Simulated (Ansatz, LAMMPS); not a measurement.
**A faulty run on liquid (Na,Rb)(Cl,Br) at 1100 K (68 atoms)**

Program: Ansatz 0.2.0. The cell: 22 Na, 12 Rb, 18 Cl and 16 Br.

input.yaml reads:

```yaml
crystal:
  lattice:
    - [13.797, 0.0, 0.0]
    - [0.0, 13.797, 0.0]
    - [0.0, 0.0, 13.797]
  atoms:
    - { symbol: Na, position: [0.86219, 0.0418, 0.97917] }
    - { symbol: Na, position: [0.32819, 0.96853, 0.88868] }
    - { symbol: Na, position: [0.09052, 0.23222, 0.60701] }
    - { symbol: Na, position: [0.3354, 0.45023, 0.8845] }
    - { symbol: Na, position: [0.66884, 0.75556, 0.84389] }
    - { symbol: Na, position: [0.05277, 0.67474, 0.37064] }
    - { symbol: Na, position: [0.82456, 0.89538, 0.7036] }
    - { symbol: Na, position: [0.70738, 0.70166, 0.37155] }
    - { symbol: Na, position: [0.40796, 0.68207, 0.91472] }
    - { symbol: Na, position: [0.03893, 0.824, 0.88071] }
    - { symbol: Na, position: [0.61065, 0.09426, 0.28348] }
    - { symbol: Na, position: [0.89672, 0.53312, 0.14177] }
    - { symbol: Na, position: [0.78587, 0.24504, 0.67861] }
    - { symbol: Na, position: [0.35135, 0.52444, 0.53187] }
    - { symbol: Na, position: [0.16284, 0.62552, 0.04766] }
    - { symbol: Na, position: [0.19045, 0.20698, 0.87427] }
    - { symbol: Na, position: [0.39945, 0.7461, 0.17899] }
    - { symbol: Na, position: [0.96263, 0.46356, 0.85043] }
    [... 44 atom lines left out ...]
    - { symbol: Br, position: [0.9047, 0.08032, 0.61468] }
    - { symbol: Br, position: [0.14149, 0.10125, 0.37255] }
    - { symbol: Br, position: [0.80196, 0.22085, 0.32842] }
    - { symbol: Br, position: [0.49695, 0.91174, 0.76681] }
    - { symbol: Br, position: [0.386, 0.58134, 0.74565] }
    - { symbol: Br, position: [0.7188, 0.80233, 0.56087] }
kpoints:
  mp_grid: { grid: [1, 1, 1] }
hamiltonian:
  xc: pbe
scf:
  occupations: { method: fermi_dirac, width: 0.05 }
  eigensolver: { kind: { support_functions: { accuracy: medium, radius: 4.23 } } }
  max_iter: 150
output:
  forces: true
  eigenvalues: true
```

Command:

```sh
ansatz run input.yaml --threads 4 --pin off --max-ram 8192MiB --backend cpu --events-out ev --progress --plain --runs-dir out
```

The log of the run:

```text
Warning: scf.eigensolver.kind.support_functions: disabling space-group detection — the functions' gradient is summed over unrotated k-points, so no spatial operation reduces the k-mesh or symmetrises the density; time reversal is kept, so that k and −k are solved as one point where they differ and the mesh holds both, and exact exchange and, on two spinor components, a DFT+U term hold to it where the run has them: [...]
settings of this run that can trade accuracy for cost: scf.eigensolver.kind.support_functions [...]
Engine: ansatz 0.2.0, aarch64-unknown-linux-gnu
Pseudopotentials: kind: paw
Pseudopotential: Na, paw, valence charge 9, recommended cutoff 420 eV (normal), Na.paw.azcp
Pseudopotential: Rb, paw, valence charge 9, recommended cutoff 420 eV (normal), Rb.paw.azcp
Pseudopotential: Cl, paw, valence charge 7, recommended cutoff 420 eV (normal), Cl.paw.azcp
Pseudopotential: Br, paw, valence charge 7, recommended cutoff 420 eV (normal), Br.paw.azcp
[... 5 lines on functional and potentials left out ...]
Error: SCF: the radius of support functions is under 4.74 Å, the least for these sites at the functions' level (scf.eigensolver.kind.support_functions.accuracy). Use scf.eigensolver.kind: auto, or type scf.eigensolver.kind.support_functions.radius at least as long, [...]
```

Elapsed: 2 s, on 4 threads of Arm Neoverse V2, shared host; peak memory 0.43 GiB; 6.2 s of CPU time.

Q: Name the fault and the fix.

A radius under the least that the level allows: support_functions.radius = 4.23.

The fix is to use a longer radius.

The run ended with an error.

[Logs are printed without paths, hosts, clocks, repeated set-up lines and the standing remarks that a program may print on its own settings, such as how far it seeks lower states.]

[Hosts, paths, dates, database ids (printed as entryN), source tags and the programs' standing remarks are cut or masked in the printed files.]
